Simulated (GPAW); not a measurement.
# Optical response of BN (Qingsongite)

Aim: the dielectric function of BN (Qingsongite), and the optical constants that follow from it.

Calculated with GPAW 26.7.0; DFT, PBE, plane-wave PAW (GPAW data sets), scalar-relativistic, RPA, optical limit.

## (1) Starting point

Symmetry: F-43m, No. 216, cubic system. Conventional cell: a = 3.615 Å, b = 3.615 Å, c = 3.615 Å, α = 90.00°, β = 90.00°, γ = 90.00°. Nearest to N lie 4 B at 1.57 Å. Nearest to B lie 4 N at 1.57 Å. Farther neighbours and most contacts between anions are not listed.

## (2) Ground state

The self-consistent density comes first; it also tells whether there is a gap, which decides the occupations and the need for a Drude term.

This step: DFT, PBE, plane-wave PAW (GPAW data sets), scalar-relativistic, ground state (GPAW 26.7.0).

gs.py reads:

```python
from ase import Atoms
from ase.dft.bandgap import bandgap
from gpaw import GPAW, PW, FermiDirac

atoms = Atoms(['N', 'B'],
              cell=[[0.000000000000, 1.807500000000, 1.807500000000],
                    [1.807500000000, 0.000000000000, 1.807500000000],
                    [1.807500000000, 1.807500000000, 0.000000000000]],
              scaled_positions=[[0.750000000000, 0.750000000000, 0.750000000000],
                                [0.000000000000, 0.000000000000, 0.000000000000]],
              pbc=[True, True, True])
atoms.calc = GPAW(mode=PW(500), xc='PBE', kpts={'size': (11, 11, 11), 'gamma': True},
                  occupations=FermiDirac(0.05), maxiter=150, txt='gs.txt')
print('energy (eV)', atoms.get_potential_energy())
print('Fermi level (eV)', atoms.calc.get_fermi_level())
print('valence electrons', atoms.calc.get_number_of_electrons())
print('gap (eV)', bandgap(atoms.calc, output=None)[0])
print('direct gap (eV)', bandgap(atoms.calc, direct=True, output=None)[0])
atoms.calc.write('gs.gpw')
```

Run with:

```
$ OMP_NUM_THREADS=1 python gs.py
```

Numbers of over 12 decimals in the logs are rounded to 6 here.

Output:

```text
__  _  _
 | _ |_)|_||  |
 |__||  | ||/\| - 26.7.0

Versions:
  Python: 3.12.14
  ASE:    3.29.0
  Numpy:  2.5.5
  Scipy:  1.18.1
  Libxc:  7.0.0

Input parameters:
  mode=PW(ecut=500.0),
  kpts=MonkhorstPack(size=(11, 11, 11), gamma=True),
  maxiter=150,
  occupations=Occupations(name='fermi-dirac', width=0.05, fixmagmom=False),
  xc=XC(name='PBE')

Diagonalizing LCAO Hamiltonian
Converting LCAO to pw mode

               N

       B

Atoms  # Å, Bohr magnetons
|   | symbol |        x |        y |        z |    initial magnetic moments |
| 0 |      N | 2.711250 | 2.711250 | 2.711250 | ( 0.0000,  0.0000,  0.0000) |
| 1 |      B | 0.000000 | 0.000000 | 0.000000 | ( 0.0000,  0.0000,  0.0000) |

Unit cell  # Å
| periodic |        x |        y |        z |  lengths |    angles |
|      yes | 0.000000 | 1.807500 | 1.807500 | 2.556191 | 60.000000 |
|      yes | 1.807500 | 0.000000 | 1.807500 | 2.556191 | 60.000000 |
|      yes | 1.807500 | 1.807500 | 0.000000 | 2.556191 | 60.000000 |

Number of symmetries: 24
Symmetry operations  # r_c * U_cc + t_c -> r_c
|    | kind |            matrix            |
|  0 |  E   |  1, 0, 0,  0, 1, 0,  0, 0, 1 |
|  1 |  σ   |  1, 0, 0,  0, 0, 1,  0, 1, 0 |
|  2 |  σ   |  1, 0,-1,  0, 1,-1,  0, 0,-1 |
|  3 |  C3  |  1, 0,-1,  0, 0,-1,  0, 1,-1 |
|  4 |  C3  |  1,-1, 0,  0,-1, 1,  0,-1, 0 |
|  5 |  σ   |  1,-1, 0,  0,-1, 0,  0,-1, 1 |
|  6 |  σ   |  0, 1, 0,  1, 0, 0,  0, 0, 1 |
|  7 |  C3  |  0, 1, 0,  0, 0, 1,  1, 0, 0 |
|  8 |  C2  |  0, 1,-1,  1, 0,-1,  0, 0,-1 |
|  9 |  S4  |  0, 1,-1,  0, 0,-1,  1, 0,-1 |
| 10 |  C3  |  0, 0, 1,  1, 0, 0,  0, 1, 0 |
| 11 |  σ   |  0, 0, 1,  0, 1, 0,  1, 0, 0 |
| 12 |  S4  |  0, 0,-1,  1, 0,-1,  0, 1,-1 |
| 13 |  C3  |  0, 0,-1,  0, 1,-1,  1, 0,-1 |
| 14 |  S4  |  0,-1, 1,  1,-1, 0,  0,-1, 0 |
| 15 |  C2  |  0,-1, 1,  0,-1, 0,  1,-1, 0 |
| 16 |  C3  |  0,-1, 0,  1,-1, 0,  0,-1, 1 |
| 17 |  S4  |  0,-1, 0,  0,-1, 1,  1,-1, 0 |
| 18 |  S4  | -1, 1, 0, -1, 0, 1, -1, 0, 0 |
| 19 |  C3  | -1, 1, 0, -1, 0, 0, -1, 0, 1 |
| 20 |  C3  | -1, 0, 1, -1, 1, 0, -1, 0, 0 |
| 21 |  S4  | -1, 0, 1, -1, 0, 0, -1, 1, 0 |
| 22 |  σ   | -1, 0, 0, -1, 1, 0, -1, 0, 1 |
| 23 |  C2  | -1, 0, 0, -1, 0, 1, -1, 1, 0 |

BZ-sampling:
  Number of BZ points: 1331
  Number of IBZ points: 56

  Monkhorst-Pack size: [11, 11, 11]
  Monkhorst-Pack shift: [0, 0, 0]

K-points  # in reciprocal-cell coordinates
|     |                                coordinates |     weight |
|   0 | (  0.00000000,   0.00000000,   0.00000000) | 0.00075131 |
|   1 | (  0.09090909,   0.09090909,   0.00000000) | 0.00450789 |
|   2 | (  0.09090909,   0.09090909,   0.09090909) | 0.00601052 |
|   3 | (  0.18181818,   0.09090909,   0.09090909) | 0.00901578 |
|   4 | (  0.18181818,   0.18181818,   0.00000000) | 0.00450789 |
|   5 | (  0.18181818,   0.18181818,   0.09090909) | 0.01803156 |
|   6 | (  0.18181818,   0.18181818,   0.18181818) | 0.00601052 |
|   7 | (  0.27272727,   0.18181818,   0.09090909) | 0.01803156 |
|   8 | (  0.27272727,   0.18181818,   0.18181818) | 0.01803156 |
|   9 | (  0.27272727,   0.27272727,   0.00000000) | 0.00450789 |
| ... |                                            |            |
|  55 | (  0.45454545,   0.45454545,   0.45454545) | 0.00601052 |

Plane wave coefficients: 310
Cutoff: 500.0 eV

Spin-components: 1 (collinear spins)
Bands:           8
Projectors:      10
Spin-degeneracy: 2
Datatype:        complex128

Parallelization:
  kpt:    1
  domain: 1
  band:   1

Density:
  Valence electrons: 8.0
  Components: 1
  Grid points: [14 14 14]
  Charge: 0.0  # |e|

Potential:
  Grid points: [14 14 14]

species:
  N:
    name:    Nitrogen
    id:
    Z:       7.0
    valence: 5
    core:    2
    charge:  0.0  # [|e|]
    compensation charges:
      type: gauss
      rc: 0.18  # [Å]
      lmax: 2
    cutoffs:
      filter: 1.11  # [Å]
      core: 0.96  # [Å]
    projectors
    | kind |    occ | energy [eV] | rcut [Å] |
    |   2s |  2.000 |     -18.583 |    0.603 |
    |   2p |  3.000 |      -7.089 |    0.529 |
    |    s |        |       8.629 |    0.603 |
    |    p |        |      20.123 |    0.529 |
    |    d |        |       0.000 |    0.577 |

    Using partial waves for N as LCAO basis

  B:
    name:    Boron
    id:
    Z:       5.0
    valence: 3
    core:    2
    charge:  0.0  # [|e|]
    compensation charges:
      type: gauss
      rc: 0.20  # [Å]
      lmax: 2
    cutoffs:
      filter: 1.14  # [Å]
      core: 1.38  # [Å]
    projectors
    | kind |    occ | energy [eV] | rcut [Å] |
    |   2s |  2.000 |      -9.443 |    0.635 |
    |   2p |  1.000 |      -3.606 |    0.635 |
    |    s |        |      17.768 |    0.635 |
    |    p |        |      23.605 |    0.635 |
    |    d |        |       0.000 |    0.635 |

    Using partial waves for B as LCAO basis

Reference energy: -2151.211071  # eV

eigensolver:
  PPCG
  Converge bands: occupied
  niter=2

density mixing:
  MSR1-Mixer
  Pratt-step length: 0.05
  Maximum mixing coefficient: 0.75
  Old densities: 10
  SVD Regularization: 0.005
  Good broyden scale: 1.0
  Trust region scale: 1.0
  Backstep threshold: 4.0
  History deletion threshold: 6.0
  Fourier metric: weight=20.0, sigma=0.015

occupation numbers:
  Fermi-Dirac:
    width: 0.0500  # eV

poisson solver:
  ecut: 4000.0  # eV

xc functional:
  name: PBE with 2 nearest neighbor stencil

convergence criteria:
- Maximum [total energy] change in last 3 cyles: 0.0005 eV / valence electron
- Maximum integral of absolute [dens]ity change: 0.0001 electrons / valence electron
- Maximum integral of absolute [eigenst]ate change: 4e-08 eV^2 / valence electron
maximum number of iterations: 150

SCF iterations
|iter     |      energy | eigst |  dens |
|iter:   1||  -17.615815 | +0.08 |       |
|iter:   2||  -17.469929 | -1.99 | -0.76 |
|iter:   3||  -16.895987 | -1.13 | -0.80 |
|iter:   4||  -16.888862 | -2.85 | -1.40 |
|iter:   5||  -16.888386 | -3.31 | -1.84 |
|iter:   6||  -16.888443c| -5.24 | -2.59 |
|iter:   7||  -16.888443c| -6.69 | -3.58 |
|iter:   8||  -16.888443c| -8.64c| -4.30c|

Converged in 8 steps
SCF loop duration: 2.468 s (0.309 s/step)
Energy contributions relative to reference atoms: (reference = -2151.211071)

Energy contributions:
  Kinetic:          13.147167
  Coulomb:         -11.829641
  Zero:             -0.061549
  External:          0.000000
  Xc:              -18.144421
  Entropy:           0.000000
  Spinorbit:         0.000000
  ----------------------------
  Free energy:     -16.888443
  Extrapolated:    -16.888443

dipole moment: (-3.793056, -3.793056, -3.793056)  # |e|*Ang

Fermi level: 12.343
Eigenvalues  # (at kpt = [0.000, 0.000, 0.000])
| band index |      eig [eV] | occ [0-2] |
|          0 |       -10.186 |     2.000 |
|          1 |        10.142 |     2.000 |
|          2 |        10.142 |     2.000 |
|          3 |        10.142 |     2.000 |
|          4 |        18.937 |     0.000 |
|          5 |        18.937 |     0.000 |
|          6 |        18.937 |     0.000 |
|          7 |        20.368 |     0.000 |

Gap: 4.505 eV
Transition (v -> c):
  (s=0, k=0, n=3, [0.00, 0.00, 0.00]) -> (s=0, k=50, n=4, [0.45, 0.45, 0.00])
Direct/indirect transitions are different
Direct gap: 8.794 eV
Transition at: (s=0, k=0, n=3, [0.00, 0.00, 0.00])

--- standard output ---
energy (eV) -16.888443
Fermi level (eV) 12.342739
valence electrons 8.0
gap (eV) 4.505482
direct gap (eV) 8.794418
```

Wall time 4.1 s (1 thread of Intel Xeon Platinum 8488C (Sapphire Rapids), shared host); peak memory 0.12 GiB.

This step gave:

```
energy                 : -16.89 eV
Fermi energy           : 12.34 eV
gap on the k-mesh      : 4.505 eV
direct gap on the mesh : 8.794 eV
electrons              : 8
```

There is a gap, 4.51 eV on this mesh (points off the mesh can give less), so no carriers' term is needed.

## (3) Bands for the response

At the fixed density, many empty bands are solved on the mesh of the response, since the spectrum sums over them.

This step: DFT, PBE, plane-wave PAW (GPAW data sets), scalar-relativistic, bands at fixed density (GPAW 26.7.0).

nscf.py reads:

```python
from ase.dft.bandgap import bandgap
from gpaw import GPAW, FermiDirac

calc = GPAW('gs.gpw').fixed_density(kpts={'size': (16, 16, 16), 'gamma': True}, nbands=19, convergence={'bands': 13},
                                    occupations=FermiDirac(0.001), txt='nscf.txt')
print('gap (eV)', bandgap(calc, output=None)[0])
print('direct gap (eV)', bandgap(calc, direct=True, output=None)[0])
print('top band over the Fermi level (eV)', min(calc.get_eigenvalues(kpt=k)[12] for k in range(len(calc.get_ibz_k_points()))) - calc.get_fermi_level())
calc.write('full.gpw', mode='all')
```

Run with:

```
$ OMP_NUM_THREADS=1 python nscf.py
```

Output:

```text
Diagonalizing LCAO Hamiltonian
Converting LCAO to pw mode
convergence criteria:
- Maximum integral of absolute [eigenst]ate change: 4e-08 eV^2 / valence electron
maximum number of iterations: 150

SCF iterations
|iter     |      energy | eigst |  dens |
|iter:   1||             | +2.80 |       |
|iter:   2||             | +1.06 |       |
|iter:   3||             | -1.32 |       |
|iter:   4||             | -3.10 |       |
|iter:   5||             | -5.11 |       |
|iter:   6||             | -6.72 |       |
|iter:   7||             | -7.97c|       |
SCF steps: 7
  __  _  _
 | _ |_)|_||  |
 |__||  | ||/\| - 26.7.0

Versions:
  Python: 3.12.14
  ASE:    3.29.0
  Numpy:  2.5.5
  Scipy:  1.18.1
  Libxc:  7.0.0

Input parameters:
  mode=PW(ecut=500.0),
  convergence={'bands': 13},
  gpts=array([14, 14, 14]),
  kpts=MonkhorstPack(size=(16, 16, 16), gamma=True),
  maxiter=150,
  nbands=19,
  occupations=Occupations(name='fermi-dirac', width=0.001, fixmagmom=False),
  parallel={},
  xc=XC(name='PBE')

--- standard output ---
gap (eV) 4.401130
direct gap (eV) 8.794418
top band over the Fermi level (eV) 26.154700
```

Elapsed: 10 s, on 1 thread; peak memory 0.15 GiB.

This step gave:

| Quantity | Value |
| --- | --- |
| gap on the k-mesh | 4.401 eV |

## (4) Dielectric function, RPA

Local fields let the induced charge screen the field inside the cell, which as a rule lowers ε, most along directions where the density is uneven.

This step: DFT, PBE, plane-wave PAW (GPAW data sets), scalar-relativistic, RPA, optical limit (GPAW 26.7.0).

df.py reads:

```python
from gpaw.response.df import DielectricFunction

df = DielectricFunction('full.gpw', frequencies={'type': 'nonlinear', 'domega0': 0.03, 'omega2': 8},
                        ecut=50,
                        eta=0.15,
                        nbands=13,
                        txt='df.txt')
for direction in ['x']:
    df.get_dielectric_function(xc='RPA', direction=direction, filename=f'df_{direction}.csv')
```

Run with:

```
$ OMP_NUM_THREADS=1 python df.py
```

Output:

```text
Using integrator: PointIntegrator
NonLinearFrequencyDescriptor(from 0.000 to 63.696 eV, 495 points)
Nonperiodic BCs:  [False False False]
Using integrator: PointIntegrator
NonLinearFrequencyDescriptor(from 0.000 to 63.696 eV, 495 points)
Nonperiodic BCs:  [False False False]

Calculating chi0 body with:
    Ground state adapter containing:
    Number of spins: 1
    Number of kpoints: 4096
    Number of irreducible kpoints: 145
    Number of completely occupied states: 4
    Number of partially occupied states: 4

    Linear response parametrization:
    q_c: [0.0, 0.0, 0.0]
    Number of frequency points: 495
    Planewave cutoff: 50.0
    Number of bands: 13
    Number of planewaves: 15
    Broadening (eta): 0.15

Integrating chi0 body.

Symmetries of q_c:
    Direct symmetries (Uq -> q): 24
    Indirect symmetries (TUq -> q): 24
In total 48 allowed symmetries.

145 groups of equivalent kpoints. 96.4599609375% reduction.

Integral kind: spectral function

Calculating chi0 optical extensions with:
    Ground state adapter containing:
    Number of spins: 1
    Number of kpoints: 4096
    Number of irreducible kpoints: 145
    Number of completely occupied states: 4
    Number of partially occupied states: 4

    Linear response parametrization:
    Number of frequency points: 495
    Planewave cutoff: 50.0
    Number of bands: 13
    Number of planewaves: 15
    Broadening (eta): 0.15
Integrating chi0 head and wings.

Symmetries of q_c:
    Direct symmetries (Uq -> q): 24
    Indirect symmetries (TUq -> q): 24
In total 48 allowed symmetries.

145 groups of equivalent kpoints. 96.4599609375% reduction.

Integral kind: spectral function wings
```

Elapsed: 2.8 s, on 1 thread; peak memory 0.2 GiB.

Numbers from this step:

| Property | Result |
| --- | --- |
| electronic dielectric constant ε∞, mean over x, y and z (by symmetry where fewer were run) | 4.525 |
| main peak of Im epsilon, first axis | 11.91 eV |

Values under the direct gap are tails of Lorentzian lines. Im ε, E ∥ x against photon energy; read off at these points:

photon energy (eV), Im ε, E ∥ x and a bar:
```
      0.0        0.0 
      0.5        0.0 
      1.0        0.0 
      1.5        0.0 
      2.0        0.0 
      2.5        0.0 
      3.0        0.0 
      3.5        0.0 
      4.0        0.0 
      4.5        0.0 
      5.0        0.1 
      5.5        0.1 
      6.0        0.1 
      6.5        0.1 
      7.0        0.1 
      7.5        0.2 
      8.0        0.3 #
      8.5        0.5 #
      9.0        2.0 ####
      9.5        4.4 #########
     10.0        6.9 ###############
     10.5        7.7 ################
     11.0        8.8 ###################
     11.5       11.2 ########################
     12.0       14.2 ##############################
     12.5       11.5 ########################
     13.0        8.3 ##################
     13.5        6.3 #############
```

The Re ε, E ∥ x by photon energy:

photon energy (eV), Re ε, E ∥ x and a bar from the least value:
```
      0.0        4.5 ###############
      0.5        4.5 ###############
      1.0        4.5 ###############
      1.5        4.6 ###############
      2.0        4.6 ################
      2.5        4.7 ################
      3.0        4.7 ################
      3.5        4.8 ################
      4.0        4.9 ################
      4.5        5.1 ################
      5.0        5.2 #################
      5.5        5.4 #################
      6.0        5.6 ##################
      6.5        5.9 ##################
      7.0        6.3 ###################
      7.5        6.8 ####################
      8.0        7.5 ######################
      8.5        8.7 ########################
      9.0       10.3 ############################
      9.5       11.4 ##############################
     10.0       10.2 ###########################
     10.5        8.9 #########################
     11.0        8.6 ########################
     11.5        7.1 #####################
     12.0        2.5 ###########
     12.5       -2.0 #
     13.0       -2.6 
     13.5       -2.5
```

The reflectivity at normal incidence, E ∥ x by photon energy; read off at these points:

| photon energy (eV) | reflectivity at normal incidence, E ∥ x (%) |
| --- | --- |
| 0.00 | 13.0 |
| 0.50 | 13.0 |
| 1.00 | 13.1 |
| 1.50 | 13.2 |
| 2.00 | 13.3 |
| 2.50 | 13.5 |
| 3.00 | 13.7 |
| 3.50 | 14.0 |
| 4.00 | 14.4 |
| 4.50 | 14.8 |
| 5.00 | 15.3 |
| 5.50 | 15.9 |
| 6.00 | 16.6 |
| 6.50 | 17.5 |
| 7.00 | 18.6 |
| 7.50 | 19.9 |
| 8.00 | 21.7 |
| 8.50 | 24.4 |
| 9.00 | 28.1 |
| 9.50 | 31.5 |
| 10.00 | 33.0 |
| 10.50 | 33.0 |
| 11.00 | 34.6 |
| 11.50 | 38.1 |
| 12.00 | 45.2 |
| 12.42 | 48.7 |
| 12.50 | 48.6 |
| 13.00 | 47.2 |
| 13.50 | 45.3 |

Values under the direct gap are tails of Lorentzian lines. Table of Im ε, E ∥ x by photon energy; read off at these points:

| photon energy (eV) | without local fields | with local fields |
| --- | --- | --- |
| 0.00 | 0 | 0 |
| 0.50 | 0.00364 | 0.00339 |
| 1.00 | 0.00737 | 0.00685 |
| 1.50 | 0.0113 | 0.0105 |
| 2.00 | 0.0154 | 0.0143 |
| 2.50 | 0.0200 | 0.0186 |
| 3.00 | 0.0251 | 0.0233 |
| 3.50 | 0.0309 | 0.0287 |
| 4.00 | 0.0377 | 0.0349 |
| 4.50 | 0.0459 | 0.0425 |
| 5.00 | 0.0559 | 0.0517 |
| 5.50 | 0.0686 | 0.0633 |
| 6.00 | 0.0853 | 0.0785 |
| 6.50 | 0.108 | 0.0993 |
| 7.00 | 0.141 | 0.129 |
| 7.50 | 0.194 | 0.177 |
| 8.00 | 0.293 | 0.265 |
| 8.50 | 0.570 | 0.510 |
| 9.00 | 2.30 | 2.03 |
| 9.50 | 4.92 | 4.36 |
| 10.00 | 7.73 | 6.95 |
| 10.50 | 8.48 | 7.67 |
| 11.00 | 9.72 | 8.80 |
| 11.50 | 12.3 | 11.2 |
| 11.87 | 15.8 | 14.4 |
| 12.00 | 15.5 | 14.2 |
| 12.50 | 12.1 | 11.5 |
| 13.00 | 8.64 | 8.34 |
| 13.50 | 6.38 | 6.31 |

The refractive index n and extinction k by photon energy:

| photon energy (eV) | n | k |
| --- | --- | --- |
| 0.0 | 2.13 | 0 |
| 0.5 | 2.13 | 8.0e-4 |
| 1.0 | 2.13 | 0.00161 |
| 1.5 | 2.14 | 0.00245 |
| 2.0 | 2.15 | 0.00334 |
| 2.5 | 2.16 | 0.00429 |
| 3.0 | 2.18 | 0.00535 |
| 3.5 | 2.20 | 0.00652 |
| 4.0 | 2.22 | 0.00787 |
| 4.5 | 2.25 | 0.00943 |
| 5.0 | 2.28 | 0.0113 |
| 5.5 | 2.33 | 0.0136 |
| 6.0 | 2.38 | 0.0165 |
| 6.5 | 2.44 | 0.0204 |
| 7.0 | 2.51 | 0.0257 |
| 7.5 | 2.61 | 0.0339 |
| 8.0 | 2.74 | 0.0484 |
| 8.5 | 2.95 | 0.0865 |
| 9.0 | 3.22 | 0.315 |
| 9.5 | 3.43 | 0.635 |
| 10.0 | 3.36 | 1.04 |
| 10.5 | 3.21 | 1.20 |
| 11.0 | 3.24 | 1.36 |
| 11.5 | 3.19 | 1.75 |
| 12.0 | 2.90 | 2.44 |
| 12.5 | 2.20 | 2.62 |
| 13.0 | 1.75 | 2.39 |
| 13.5 | 1.46 | 2.15 |

From ε follow the optical constants at some laser and lamp lines:

| wavelength (nm) | n | k | R (%) | 1/α |
| --- | --- | --- | --- | --- |
| 1550 | 2.13 | 0.001 | 13.0 | 96 µm |
| 1064 | 2.13 | 0.002 | 13.1 | 45 µm |
| 532 | 2.16 | 0.004 | 13.4 | 11 µm |
| 450 | 2.17 | 0.005 | 13.6 | 7.4 µm |
| 405 | 2.18 | 0.005 | 13.8 | 5.9 µm |
| 365 | 2.19 | 0.006 | 14.0 | 4.6 µm |
| 248 | 2.28 | 0.011 | 15.3 | 1.7 µm |

Below the direct gap, k and the depth come from the tails of the Lorentzian lines, not from transitions.

## (5) Summary of results

```yaml
electronic_dielectric_constant_eps_infinity_mean_over_x_y_and_z_by_symmetry_where_fewer_were_run_rpa: 4.53
main_peak_of_im_epsilon_first_axis: 11.9 eV
```

In words: At this level (PBE, RPA) BN has ε∞ = 4.53 and n = 2.13 at 1550 nm, and Im ε peaks at 11.9 eV. On the mesh the gap is 4.40 eV and the least direct gap 8.79 eV, so on this mesh the band edges lie at different points. Local fields change the static value along x from 4.70 to 4.53 (-4 %). Excitons and phonon-assisted transitions are missing; PBE gaps are as a rule too small, which pulls the onset down and ε∞ up. The sum runs over mesh points, so small or evenly spaced maxima can still be ripples of the mesh.

[Machine, clock and banner lines and Python warnings are left out of the logs.]

[Logs are printed without paths, hosts, clocks, repeated set-up lines and the standing remarks that a program may print on its own settings, such as how far it seeks lower states.]

[Hosts, paths, dates, database ids (printed as entryN), source tags and the programs' standing remarks are cut or masked in the printed files.]
